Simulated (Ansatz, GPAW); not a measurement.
# A 7-layer slab of V(110): work function by functional and basis, part 3 of 3

How far do functional and basis move the work function of a 7-layer slab of V(110)?

GPAW 26.7.0 and Ansatz 0.2.0; Ansatz plane waves; slab in vacuum with a dipole correction, relaxation (the session's first sound run).

So far, upper work function (eV): step 2 (relaxation, PBE) 4.69; step 5 (OptPBE vdW: xc = "optPBE-vdW", GPAW, PAW setups, GPAW) 4.81; step 6 (self-consistent run: xc = "RPBE") 4.56; step 7 (self-consistent run: xc = "vdW-DF2", GPAW, PAW setups, GPAW) 4.88; step 8 (self-consistent run: xc = "revPBE") 4.58.

## Step 9: Real-space grid: mode = "fd"

Level of this step: GPAW, PAW setups; slab in vacuum (GPAW).

A real-space grid is a second complete basis, so it checks the plane-wave result.

Contents of run.py:

```python
import json
import numpy as np
from ase import Atoms
from gpaw import GPAW

slab = Atoms(
    ['V', 'V', 'V', 'V', 'V', 'V', 'V'],
    positions=[
        [0.00000, 0.00000, 9.00000],
        [2.13546, 0.00000, 11.13546],
        [0.00000, 0.00000, 13.27092],
        [2.13546, 0.00000, 15.36242],
        [0.00000, 0.00000, 17.44673],
        [2.13546, 0.00000, 19.56463],
        [0.00000, 0.00000, 21.53695]],
    cell=[[2.13546, -1.51, 0.0], [2.13546, 1.51, 0.0], [0.0, 0.0, 30.81277]],
    pbc=[True, True, False])

slab.calc = GPAW(mode='fd', h=0.18, xc='PBE', kpts={'size': (13, 13, 1), 'gamma': True},
                 occupations={'name': 'fermi-dirac', 'width': 0.1}, nbands='160%',
                 convergence={'density': 1e-05}, maxiter=200,
                 poissonsolver={'dipolelayer': 'xy'},
                 symmetry={'tolerance': 1e-3}, txt='slab.txt')
result = {}
energy = slab.get_potential_energy()
fermi = slab.calc.get_fermi_level()
v = slab.calc.get_electrostatic_potential().mean((0, 1)) - fermi
n = slab.calc.get_pseudo_density().mean((0, 1))
L = slab.cell[2, 2]
z = np.arange(len(v)) * L / len(v)
low, high = slab.positions[:, 2].min(), slab.positions[:, 2].max()
below, above = np.interp([low - 6.8, high + 6.8], z, v)
slopes = [np.interp(x, z, np.gradient(v, z)) for x in (low - 6.8, high + 6.8)]
eps = np.array([[slab.calc.get_eigenvalues(k, s) for k in range(len(slab.calc.get_ibz_k_points()))]
                for s in range(slab.calc.get_number_of_spins())]) - fermi
top, bottom = eps[eps < 0].max(), eps[eps > 0].min()
dipole = slab.get_dipole_moment()[2]
print(f'energy {energy:.4f} eV, Fermi level {fermi:.4f} eV, dipole {dipole:.5f} e A')
print(f'potential 6.8 A off the faces, from the Fermi level: lower {below:.4f} eV, upper {above:.4f} eV')
print(f'slope of the potential there: lower {slopes[0]:.5f}, upper {slopes[1]:.5f} eV/A')
print(f'nearest levels on the mesh: {top:.4f} and {bottom:.4f} eV')
print('magnetic moment', round(slab.get_magnetic_moment(), 3))
result.update(energy=energy, fermi=fermi, dipole=dipole, below=below, above=above, slopes=slopes, edges=[top, bottom],
              z=z.tolist(), v=v.tolist(), n=n.tolist(), positions=slab.positions.tolist(),
              forces=slab.get_forces(apply_constraint=False).tolist(), moments=slab.get_magnetic_moments().tolist())
json.dump(result, open('result.json', 'w'))
```

Started as:

```sh
OMP_NUM_THREADS=1 OPENBLAS_NUM_THREADS=1 python run.py
```

Numbers of over 12 decimals in the logs are rounded to 6 here.

Output:

```text
energy -57.7875 eV, Fermi level -4.7251 eV, dipole 0.00302 e A
potential 6.8 A off the faces, from the Fermi level: lower 4.7675 eV, upper 4.6827 eV
slope of the potential there: lower -0.00001, upper 0.00001 eV/A
nearest levels on the mesh: -0.0034 and 0.0000 eV
magnetic moment 0.0
```

It took 58 min on 1 thread of Arm Neoverse V1, shared host; peak memory 1.9 GiB.

Numbers from this step:

```
dipole along the normal                    : 0.003024 e·Å
levels nearest the Fermi level on the mesh : -0.003375, 1.02e-6 eV from the Fermi level
upper work function                        : 4.683 eV
lower work function                        : 4.768 eV
```

The upper face's work function is 4.683 eV, against 4.683 eV in the first plane-wave PBE run at this geometry.

## Step 10: Atomic orbitals: mode = "lcao"

Atom-centred orbitals end a few angstrom from the surface, which tests how much the density's tail matters.

run.py, as its differences from that of step 9:

```diff
@@ -18,4 +18,4 @@
 
-slab.calc = GPAW(mode='fd', h=0.18, xc='PBE', kpts={'size': (13, 13, 1), 'gamma': True},
-                 occupations={'name': 'fermi-dirac', 'width': 0.1}, nbands='160%',
+slab.calc = GPAW(mode='lcao', basis='dzp', h=0.18, xc='PBE', kpts={'size': (13, 13, 1), 'gamma': True},
+                 occupations={'name': 'fermi-dirac', 'width': 0.1}, nbands='120%',
                  convergence={'density': 1e-05}, maxiter=200,
```

Output:

```text
energy -55.6159 eV, Fermi level -4.7047 eV, dipole 0.00307 e A
potential 6.8 A off the faces, from the Fermi level: lower 4.7477 eV, upper 4.6616 eV
slope of the potential there: lower -0.00000, upper -0.00000 eV/A
nearest levels on the mesh: -0.0051 and 0.0021 eV
magnetic moment 0.0
```

It took 1.6 h on 1 thread; peak memory 0.65 GiB.

This step gave:

| Property | Result |
| --- | --- |
| dipole along the normal | 0.003068 e·Å |
| levels nearest the Fermi level on the mesh | -0.005060, 0.002120 eV from the Fermi level |
| upper work function | 4.662 eV |
| lower work function | 4.748 eV |

The upper face's work function is 4.662 eV, against 4.683 eV in the first plane-wave PBE run at this geometry.

## Step 11: All levels side by side

Times are for 1 thread of Arm Neoverse V1, shared host. Results by setting:

```
no.         run  upper work function (eV)  lower work function (eV)    time  memory (GiB)
  1          pw                     4.683                     4.769  15 min          0.42
  2         LDA                     4.907                     4.987  15 min          0.42
  3  optPBE vdW                     4.813                     4.898  14 min          0.57
  4        RPBE                     4.564                     4.648  16 min          0.42
  5     vdW DF2                     4.875                     4.964  22 min          0.57
  6      revPBE                     4.579                     4.663  15 min          0.42
  7          fd                     4.683                     4.768  58 min           1.9
  8        lcao                     4.662                     4.748   1.6 h          0.65
```

## Step 12: A second plane-wave code

A second program with its own datasets checks the number independently.

This step: Ansatz plane waves; slab in vacuum with a dipole correction (Ansatz 0.2.0).

Contents of input.yaml:

```yaml
crystal:
  lattice:
    - [2.1354624792, -1.51, 0.0]
    - [2.1354624792, 1.51, 0.0]
    - [0.0, 0.0, 30.8127748751]
  atoms:
    - { symbol: V, position: [0.0, 0.0, 0.2920866438] }
    - { symbol: V, position: [0.5, 0.5, 0.3613910959] }
    - { symbol: V, position: [0.0, 0.0, 0.4306955479] }
    - { symbol: V, position: [0.5, 0.5, 0.4985730923] }
    - { symbol: V, position: [0.0, 0.0, 0.5662174568] }
    - { symbol: V, position: [0.5, 0.5, 0.6349517878] }
    - { symbol: V, position: [0.0, 0.0, 0.6989615857] }
kpoints:
  mp_grid: { grid: [13, 13, 1] }
hamiltonian:
  xc: pbe
scf:
  occupations: { method: fermi_dirac, width: 0.1 }
efield:
  axis: 3
  dipole_correction: true
  ramp_width: 0.05
output:
  forces: true
  write_potential: true
  write_density: true
  volumetric_format: npy
  elf: true
```

Started as:

```sh
ansatz run input.yaml --threads 4 --pin off --max-ram 8192MiB --backend cpu --events-out ev --progress --plain --runs-dir out
```

Output:

```text
[...]
Crystal: 7 atoms, lattice volume = 198.715 Å³
Basis set: ecut = 420 eV, 3845 PW (Γ), exchange–correlation on 36×36×432 points (8 copies of the dense FFT grid, shifted against one another)
Bands: 55, of which v1, the nominal top of the filled ones, is band 46 counted from 1 (45 counted from 0)
Symmetry: 4 space group operations
[...]
k-points: 49 of 169
[...]
SCF iter   1: F=—  HF=-20385.168736 eV  |F-HF|=—  |Δ(HF+E_count)|=         —  Δρ=1.82e-2  dr2=1.18e1  ethr=1.77e-3  p=0.007 e·Å  D=6.41e-3 V/Å  ΔV_dip=-0.20 eV  dr2_dipole=1.91e0  V_vac-E_F(+/−)=4.83/5.03 eV  ⟨swp⟩=8.6  Hψ=12180  notcnv=0
[...]
SCF iter   9: F=-20385.074872 eV  HF=-20385.074872 eV  |F-HF|=2.64e-8  |Δ(HF+E_count)|=   2.30e-8  Δρ=3.09e-6  dr2=4.97e-8  ethr=1.10e-10  p=0.003 e·Å  D=2.75e-3 V/Å  ΔV_dip=-0.08 eV  dr2_dipole=1.79e-9  V_vac-E_F(+/−)=4.69/4.77 eV  ⟨swp⟩=16.3  Hψ=21180  notcnv=0
SCF 1 converged in 9 iterations: F = -20385.074872 eV  dr2 = 4.97e-8
[...]
SCF converged after 9 iterations
Free energy (F): -20385.074872 eV
[...]
Internal energy: -20384.669824 eV  (E = F + TS)
E sigma→0 (E₀):  -20384.872348 eV
Entropy (-TS):   -0.405047 eV (-57.864 meV/atom)
Fermi energy:    5.518268 eV
Dipole field:    D = 0.002804 V/Å  (p = 0.003080 e·Å, saw-weighted, corrected)
Work function:   Φ+ = 4.6885 eV   Φ− = 4.7750 eV
[...]
--- Forces (eV/Å), atoms counted from 1 ---
  atom   1  V      0.00000000     0.00000000     0.56319466
  atom   2  V      0.00000000     0.00000000    -0.38379359
  atom   3  V      0.00000000     0.00000000    -0.17845942
  atom   4  V      0.00000000     0.00000000    -0.00320776
  atom   5  V      0.00000000     0.00000000     0.01154935
  atom   6  V      0.00000000     0.00000000    -0.00457982
  atom   7  V      0.00000000     0.00000000    -0.00472458
  max |Σ_I F_I| component: 2.11e-5 eV/Å
--- Band table (eV; the first three rows and the last of 49) ---
  k-point 0: bands = [... 42 lower, 5.6707, 5.6754, 5.7620, 5.8581, 5.9102, 5.9186, 5.9330, 6.1790, ... 5 higher]
  k-point 1: bands = [... 42 lower, 5.5495, 5.6182, 5.6822, 5.7315, 5.8254, 5.9505, 5.9848, 6.1861, ... 5 higher]
  k-point 2: bands = [... 42 lower, 5.3229, 5.4112, 5.4372, 5.6200, 5.6360, 5.6712, 5.9595, 6.2168, ... 5 higher]
  k-point 48: bands = [... 42 lower, 5.2277, 5.7927, 6.0041, 6.7609, 7.0266, 7.1772, 7.3654, 7.4323, ... 5 higher]
```

Elapsed: 24 s, on 4 threads; peak memory 0.74 GiB; 93 s of CPU time.

Numbers from this step:

```yaml
upper_work_function: 4.689 eV
lower_work_function: 4.775 eV
dipole_along_the_normal: 0.003080 e·Å
dipole_field: 0.002804 V/Å
```

The electrostatic potential energy of an electron (with the applied field's), less the Fermi level, planar mean oscillates, so the rows of the table below give means over windows of 2.14 Å about each position, cut where the curve ends. Its maxima inside the range that stand out by 2 % of the span (Å: eV): 10.1: -1.12, 12.3: -1.16, 14.3: -1.53, 16.4: -1.48, 18.5: -1.26, 20.5: -2.56. Its minima: 9.0: -12.9, 11.1: -12.8, 13.3: -12.7, 15.4: -12.7, 17.4: -12.7, 19.5: -12.8, 21.5: -13.0.

Table of electrostatic potential energy of an electron (with the applied field's), less the Fermi level, planar mean by z; means over each step:

```
z (Å)  electrostatic potential energy of an electron (with the applied field's), less the Fermi level, planar mean (eV)
 1.07                                                                                                              4.77
 3.21                                                                                                              4.77
 5.35                                                                                                              4.74
 7.49                                                                                                              1.01
 9.63                                                                                                             -7.83
11.77                                                                                                             -7.74
13.91                                                                                                             -8.01
16.05                                                                                                             -8.07
18.19                                                                                                             -7.86
20.33                                                                                                             -8.89
22.47                                                                                                             -3.58
24.61                                                                                                              4.58
26.75                                                                                                              4.69
28.89                                                                                                              4.69
```

The valence density, planar mean oscillates, so the rows of the table below give means over windows of 2.14 Å about each position, cut where the curve ends. Its maxima inside the range that stand out by 2 % of the span (Å: e/Å³): 9.0: 2.07, 11.1: 2.06, 13.3: 2.06, 15.4: 2.05, 17.4: 2.05, 19.5: 2.06, 21.5: 2.07. Its minima: 10.1: 0.270, 12.3: 0.268, 14.3: 0.279, 16.4: 0.280, 18.5: 0.271, 20.5: 0.322.

Table of valence density, planar mean by z; means over each step:

```
z (Å)  valence density, planar mean (e/Å³)
 3.21                               5.6e-6
 5.35                               9.0e-4
 7.49                                0.133
 9.63                                0.946
11.77                                0.944
13.91                                0.967
16.05                                0.975
18.19                                0.957
20.33                                 1.07
22.47                                0.594
24.61                              0.00331
26.75                               2.3e-5
```

Force by atom:

```
atom  x (eV/Å)  y (eV/Å)  z (eV/Å)   size
  V1     0.000     0.000     0.563  0.563
  V2     0.000     0.000    -0.384  0.384
  V3     0.000     0.000    -0.178  0.178
  V4     0.000     0.000    -0.003  0.003
  V5     0.000     0.000     0.012  0.012
  V6     0.000     0.000    -0.005  0.005
  V7     0.000     0.000    -0.005  0.005
```

Electrostatic potential energy in the ca plane at fractional y = 0.000, with atoms of V within 0.2 Å of it. With pseudopotentials it is smooth inside the atoms' cores, unlike the true potential.

Ten even steps from '0' (-25 eV) to '9' (10 eV), each cell a mean:
```
98888301005888887101027888883010068999999999
88888610037888888400158888885100378999999999
88888864478888888754578888888644789999999999
87889887789887889887889887888877899999999999
88889876688888888876789888888766789999999999
88888731147888888521268888886311589999999999
88888400016888887200038888884000168999999999
99988302105898986012017899872021058999999999
```
Columns run along c (16.0 Å, from fractional 0.34 to 0.86 of the cell; values clipped at the 3rd and 97th percentile), rows up along a (2.6 Å). Atoms in or near the plane, at fractional coordinates: V at (0.43, 0.00), V at (0.57, 0.00), V at (0.70, 0.00).

ELF in the ca plane at fractional y = 0.000, with atoms of V within 0.2 Å of it. It is the smooth field of the valence electrons, not physical close to the nuclei.

Ten even steps from '0' (0.00) to '9' (0.74), each cell a mean:
```
65553389972555552599942555643899710110000000
54454258732554453368623544552587311110000000
43356323324543455223235533454233222221000000
43356642346643356532357533466432344321000000
43356522235643356322246533465322233321000000
53455235523543454246424543552365211211000000
64454279952554552489833555643799510110000000
65563399982465652699952556644999810000000000
```
Columns run along c (16.0 Å, from fractional 0.34 to 0.86 of the cell), rows up along a (2.6 Å). Atoms in or near the plane, at fractional coordinates: V at (0.43, 0.00), V at (0.57, 0.00), V at (0.70, 0.00).

Valence density in the ca plane at fractional y = 0.000, with atoms of V within 0.2 Å of it. It is the smooth field of the valence electrons, not physical close to the nuclei.

Values in units of 1e0 e/Å³, 5 rows by 16 columns, each cell a mean:
```
0.2 0.3 5.6 2.9 0.2 0.3 3.7 4.8 0.3 0.3 2.7 5.8 0.1 0.0 0.0 0.0
0.3 0.3 0.7 0.5 0.3 0.3 0.6 0.6 0.3 0.3 0.5 0.7 0.1 0.0 0.0 0.0
0.3 0.2 0.3 0.3 0.3 0.3 0.3 0.3 0.3 0.3 0.3 0.3 0.1 0.0 0.0 0.0
0.3 0.3 1.7 0.9 0.3 0.3 1.2 1.5 0.3 0.3 0.9 1.7 0.1 0.0 0.0 0.0
0.2 0.3 8.0 4.0 0.2 0.3 5.3 6.7 0.3 0.3 3.8 8.3 0.1 0.0 0.0 0.0
```
Columns run along c (16.0 Å, from fractional 0.34 to 0.86 of the cell), rows up along a (2.6 Å). Atoms in or near the plane, at fractional coordinates: V at (0.43, 0.00), V at (0.57, 0.00), V at (0.70, 0.00).

The upper face's work function is 4.689 eV, against 4.683 eV in the first plane-wave PBE run at this geometry.

## Step 13: Side by side

Results and costs are gathered.

This step: comparison of work functions, dipole and cost (GPAW 26.7.0).

Ladder, by row:

```
      step    code  work function, upper (eV)  work function, lower (eV)  dipole (e Å)  wall time (s)  peak memory (GiB)  threads
        pw    GPAW                      4.683                      4.769      0.003009          905.2               0.42        1
       LDA    GPAW                      4.907                      4.987      0.002839          911.3               0.42        1
optPBE-vdW    GPAW                      4.813                      4.898      0.002977            868               0.57        1
      RPBE    GPAW                      4.564                      4.648      0.002961          942.9               0.42        1
   vdW-DF2    GPAW                      4.875                      4.964      0.003116           1306               0.57        1
    revPBE    GPAW                      4.579                      4.663      0.002976          906.8               0.42        1
        fd    GPAW                      4.683                      4.768      0.003024           3504               1.91        1
      lcao    GPAW                      4.662                      4.748      0.003068           5911               0.65        1
    ansatz  Ansatz                      4.689                      4.775       0.00308          23.81              0.742        4
```

## Step 14: Results

| Quantity | Value |
| --- | --- |
| work function, upper and lower face | 4.683 and 4.769 eV |
| dipole along the normal | 0.00301 e Å |

**Reading.** With plane waves and PBE the work function is 4.68 eV on the upper face and 4.77 eV on the lower. The two faces differ by 0.085 eV, the step that the slab's dipole makes (e p/(ε0 A) gives 0.084 eV), so the dipole layer is needed. The lowest atoms were held at bulk positions, which alone makes the faces unlike. The measured value for polycrystalline V, which weights the faces of low work function, is 4.3 eV (as compiled in "Anisotropic work function of elemental crystals", 2019, arxiv:1902.07811); the relaxed upper face lies 0.38 eV over it with PBE, and RPBE comes nearest (4.56 eV). Measured work functions scatter by a tenth of an eV or more between methods. Over the sound runs of the table the upper face's work function spans 4.564 (RPBE) to 4.907 eV (LDA). The two plane-wave codes differ by 0.0051 eV on the upper face. The runs had no spin polarisation, so a magnetic state, which thin layers of d-metal atoms can have, wasn't tested. The in-plane lattice was kept as typed, which isn't the functional's own and leaves some strain; spin-orbit coupling and temperature are left out.

[Logs are printed without paths, hosts, clocks, repeated set-up lines and the standing remarks that a program may print on its own settings, such as how far it seeks lower states.]

[Hosts, paths, dates, database ids (printed as entryN), source tags and the programs' standing remarks are cut or masked in the printed files.]
